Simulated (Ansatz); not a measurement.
# Lattice dynamics of ZrGe (model cell, started as rocksalt type), part 3 of 3

Aim: the vibrations of ZrGe (model cell, started as rocksalt type), their spectra, and whether the structure is stable.

Ansatz 0.2.0; DFT PBEsol, scalar-relativistic, plane waves, PAW.

So far, highest frequency on the path or at a solved wavevector (cm⁻¹): step 5 (the dispersion) 252. The relaxed cell has a = 5.412 Å (conventional setting).

The structure was built from a prototype and need not be the compound's stable phase.

**6. Finite displacements in a supercell**

Finite displacements in a 2×2×2 supercell give force constants from forces alone. They are exact at the wavevectors that the supercell holds, where they check the linear-response result.

input.yaml reads:

```yaml
crystal:
  lattice:
    - [0.0, 2.7059586679, 2.7059586679]
    - [2.7059586679, 0.0, 2.7059586679]
    - [2.7059586679, 2.7059586679, 0.0]
  atoms:
    - { symbol: Zr, position: [0.0, 0.0, 0.0] }
    - { symbol: Ge, position: [0.5, 0.5, 0.5] }
kpoints:
  mp_grid: { grid: [16, 16, 16] }
hamiltonian:
  xc: pbesol
scf:
  occupations: { method: methfessel_paxton, width: 0.2 }
output:
  eigenvalues: true
phonons:
  method: fd
  supercell: [2, 2, 2]
  temperatures: { t_max: 1000, t_step: 50 }
  qpath:
    path:
      - [[0.0, 0.0, 0.0], [0.5, 0.0, 0.5], [0.625, 0.25, 0.625]]
      - [[0.375, 0.375, 0.75], [0.0, 0.0, 0.0], [0.5, 0.5, 0.5], [0.5, 0.25, 0.75], [0.5, 0.0, 0.5]]
    npoints: 10
```

Command:

```
$ ansatz run input.yaml --threads 8 --pin off --max-ram 14336MiB --backend cpu --events-out ev --progress --plain --runs-dir out
```

Numbers of over 12 decimals in the logs are rounded to 6 here.

The log of the run:

```text
[...]
Crystal: 16 atoms, lattice volume = 317.018 Å³
Basis set: ecut = 420 eV, 6183 PW (Γ), exchange–correlation on 108×108×108 points (8 copies of the dense FFT grid, shifted against one another)
Bands: 126, of which v1, the nominal top of the filled ones, is band 104 counted from 1 (103 counted from 0)
Symmetry: 384 space group operations
k-points: 29 of 512
[...]
SCF iter   1: F=—  HF=-67070.047872 eV  |F-HF|=—  |Δ(HF+E_count)|=         —  Δρ=1.42e-7  dr2=2.94e-11  ethr=1.00e-12  ⟨swp⟩=3.0  Hψ=9277  notcnv=0
[...]
SCF iter   2: F=-67070.047872 eV  HF=-67070.047872 eV  |F-HF|=1.46e-11  |Δ(HF+E_count)|=  1.46e-11  S|Δr|=    0.00e0  Δρ=5.33e-8  dr2=6.02e-12  ethr=1.00e-12  ⟨swp⟩=3.5  Hψ=9136  notcnv=0
SCF 1 converged in 2 iterations: F = -67070.047872 eV  dr2 = 6.02e-12
[...]
Crystal: 2 atoms, lattice volume = 39.627 Å³
Basis set: ecut = 420 eV, 749 PW (Γ), exchange–correlation on 54×54×54 points (8 copies of the dense FFT grid, shifted against one another)
Bands: 17, of which v1, the nominal top of the filled ones, is band 13 counted from 1 (12 counted from 0)
Symmetry: 48 space group operations
k-points: 145 of 4096
[...]
SCF iter   2: F=-8383.755984 eV  HF=-8383.755984 eV  |F-HF|=1.09e-11  |Δ(HF+E_count)|=   2.55e-6  S|Δr|=    0.00e0  Δρ=1.03e-7  dr2=1.56e-12  ethr=1.00e-12  ⟨swp⟩=5.2  Hψ=8173  notcnv=0
SCF 2 converged in 2 iterations: F = -8383.755984 eV  dr2 = 1.56e-12
[...]
Symmetry: 8 space group operations
k-points: 59 of 512 (time reversal used)
[...]
SCF iter   9: F=-67070.047838 eV  HF=-67070.047838 eV  |F-HF|=1.46e-11  |Δ(HF+E_count)|=  1.46e-11  S|Δr|=    0.00e0  Δρ=2.26e-8  dr2=1.47e-12  ethr=1.00e-12  ⟨swp⟩=4.6  Hψ=24561  notcnv=0
SCF 3 converged in 9 iterations: F = -67070.047838 eV  dr2 = 1.47e-12
[...]
SCF iter   8: F=-67070.047839 eV  HF=-67070.047839 eV  |F-HF|=0.00e0  |Δ(HF+E_count)|=    0.00e0  S|Δr|=    0.00e0  Δρ=2.49e-8  dr2=1.94e-12  ethr=1.00e-12  ⟨swp⟩=5.1  Hψ=27919  notcnv=0
SCF 4 converged in 8 iterations: F = -67070.047839 eV  dr2 = 1.94e-12
SCF converged after 2 iterations
[...]
Free energy (F): -67070.047872 eV
[...]
Internal energy: -67070.053807 eV  (E = F + TS)
E sigma→0 (E₀):  -67070.049356 eV
Entropy (-TS):   0.005936 eV (0.371 meV/atom)
Fermi energy:    13.197394 eV
[...]
--- Band table (eV; the first three rows and the last of 29) ---
  k-point 0: bands = [... 100 lower, 13.3334, 13.4992, 13.4992, 13.4992, 13.4992, 13.4992, 13.4992, 14.1811, ... 18 higher]
  k-point 1: bands = [... 100 lower, 13.2479, 13.2479, 13.3091, 13.3091, 13.4628, 13.4628, 13.4628, 13.8865, ... 18 higher]
  k-point 2: bands = [... 100 lower, 12.7568, 12.7568, 12.9601, 12.9601, 13.5001, 13.5001, 13.5001, 13.7687, ... 18 higher]
  k-point 28: bands = [... 100 lower, 11.8937, 11.8937, 11.8937, 11.8937, 13.8613, 13.8613, 13.8613, 13.8613, ... 18 higher]
--- Phonons: 2 displaced members + reference (amplitude 0.0025 Å, Σ member SCF iterations 17) ---
  symmetry images taken by strict's conditions (phonons.symmetry_images: auto; settled by no image being taken that strict refuses)
  ASR residual: 6.845e-5 → 0.000e0 eV/Å²; symmetrization residual: 9.729e-5 eV/Å²
  largest component of a force at the reference: 2.1e-28 eV/Å
  ASR residual per site (eV/Å²): 6.84e-5 1.79e-5
  Γ frequencies (cm⁻¹): 0.00 0.00 0.00 252.20 252.20 252.20
[...]
```

It took 1.7 min on 8 threads of AMD EPYC 7R43, shared host; peak memory 3.2 GiB.

This step gave:

```
atoms in the supercell               : 16
sum-rule residual before enforcement : 6.84e-5 eV/Å²
```

Interpolated from a 2×2×2 supercell, rough between the solved points. Phonon branches along the path, in cm⁻¹:

```tsv
point	branch 1	branch 2	branch 3	branch 4	branch 5	branch 6
Γ	0	0	0	252	252	252
halfway	81	81	174	198	249	249
X	99	99	101	239	239	242
halfway	103	106	113	235	238	243
U	107	126	145	223	233	245
jump to K	107	126	145	223	233	245
halfway	89	134	164	213	229	252
Γ	0	0	0	252	252	252
halfway	103	103	135	234	234	248
L	167	167	198	198	218	219
halfway	135	139	184	200	233	236
W	108	108	177	197	244	244
halfway	103	105	132	226	241	243
X	99	99	101	239	239	242
```

The phonon branches as a text plot (rows in cm⁻¹):

```
    247 |*********   *************************           ********
    236 |   *     *********      ***       ** **     ****     ***
    226 |                ***    **           *  *  ***       **
    215 |    **  *         **  **             *  **         *
    205 |       *           ***                **  *****   *
    194 |      *             ***               * ***    ***
    184 |                   *  *                    *****
    173 |      **                             *          ***
    163 |                  * ** *               ****
    152 |        *          *  *             * *    **      *
    142 |    **          ***     *                   **      *
    131 |                       *           * *       **
    121 |         **    ***                  *          *     *
    110 |   *       *  ********  ***       *             ***** *
    100 |         *******      *            *                ****
     89 |       **              * **      **
     79 |  *   *                 *
     68 |    **                     *     *
     58 |   *                     ***    *
     47 |                                *
     37 | **                        **
     26 |                            *  *
     16 | *
      5 |*                            **
         Γ           X  U|K            Γ         L        W     X
```

The phonon density of states has structure finer than the step of the table below, so its rows give means over 5 cm⁻¹, whole bins alone (the curve runs from 1 to 253 cm⁻¹). Peaks (cm⁻¹: height): 109.0: 0.0631, 201.0: 0.0568, 243.0: 0.120.

Tetrahedra on a 20×20×20 mesh, mean over bins of 2 cm-1. Interpolated from a 2×2×2 supercell, rough between the solved points. Phonon density of states against wavenumber; means over each step:

wavenumber (cm⁻¹), phonon density of states (1/cm⁻¹/cell) and a bar:
```
        5      0.000 
       10      0.000 
       15      0.000 
       20      0.000 
       25      0.000 
       30      0.001 
       35      0.001 
       40      0.001 
       45      0.001 
       50      0.002 #
       55      0.002 #
       60      0.003 #
       65      0.003 #
       70      0.004 #
       75      0.005 ##
       80      0.007 ##
       85      0.008 ###
       90      0.011 ###
       95      0.016 #####
      100      0.027 ########
      105      0.041 #############
      110      0.052 ################
      115      0.038 ############
      120      0.032 ##########
      125      0.030 #########
      130      0.028 #########
      135      0.027 ########
      140      0.027 ########
      145      0.026 ########
      150      0.026 ########
      155      0.027 ########
      160      0.027 ########
      165      0.020 ######
      170      0.018 ######
      175      0.024 ########
      180      0.026 ########
      185      0.018 ######
      190      0.012 ####
      195      0.009 ###
      200      0.039 ############
      205      0.041 #############
      210      0.034 ###########
      215      0.038 ############
      220      0.040 ############
      225      0.043 #############
      230      0.049 ###############
      235      0.062 ###################
      240      0.096 ##############################
      245      0.094 #############################
      250      0.056 ##################
```

At Γ the two methods differ by at most 0.0 cm⁻¹.

**7. Results**

- space group after relaxation (within 0.01 Å): Fm-3m
- volume per atom: 19.8 Å³
- electronic character: no gap on this mesh
- highest optical mode at the zone centre (no LO-TO term): 252 cm⁻¹
- lowest optical zone-centre mode: 252 cm⁻¹
- lowest mode on the q mesh (acoustic modes at Γ apart): 64.6 cm⁻¹
- highest frequency on the path or at a solved wavevector: 252 cm⁻¹
- zero-point energy per atom: 33.7 meV
- heat capacity at 300 K: 23.3 J/(mol atoms K)
- vibrational entropy at 300 K: 30.9 J/(mol atoms K)
- Debye temperature (second moment): 353 K
- imaginary modes on the 4×4×4 q mesh: none

**Reading.** The structure is a minimum as far as tested: no mode is imaginary at the 8 irreducible wavevectors of the 4×4×4 mesh, and the softest away from the acoustic zeros lies at 65 cm⁻¹. The optical modes at Γ form one degenerate level at 252 cm⁻¹. Finite displacements and linear response differ by 0.0 cm⁻¹ in the highest zone-centre mode. With no gap, or one that is small against the smearing, the frequencies hang on the k mesh and the smearing, most of all near Kohn anomalies. The starting cell was built on a prototype and not taken from a measurement, so the phase need not exist. These are harmonic frequencies at zero temperature: anharmonic shifts, linewidths and thermal expansion are left out.

[Logs are printed without paths, hosts, clocks, repeated set-up lines and the standing remarks that a program may print on its own settings, such as how far it seeks lower states.]

[Hosts, paths, dates, database ids (printed as entryN), source tags and the programs' standing remarks are cut or masked in the printed files.]
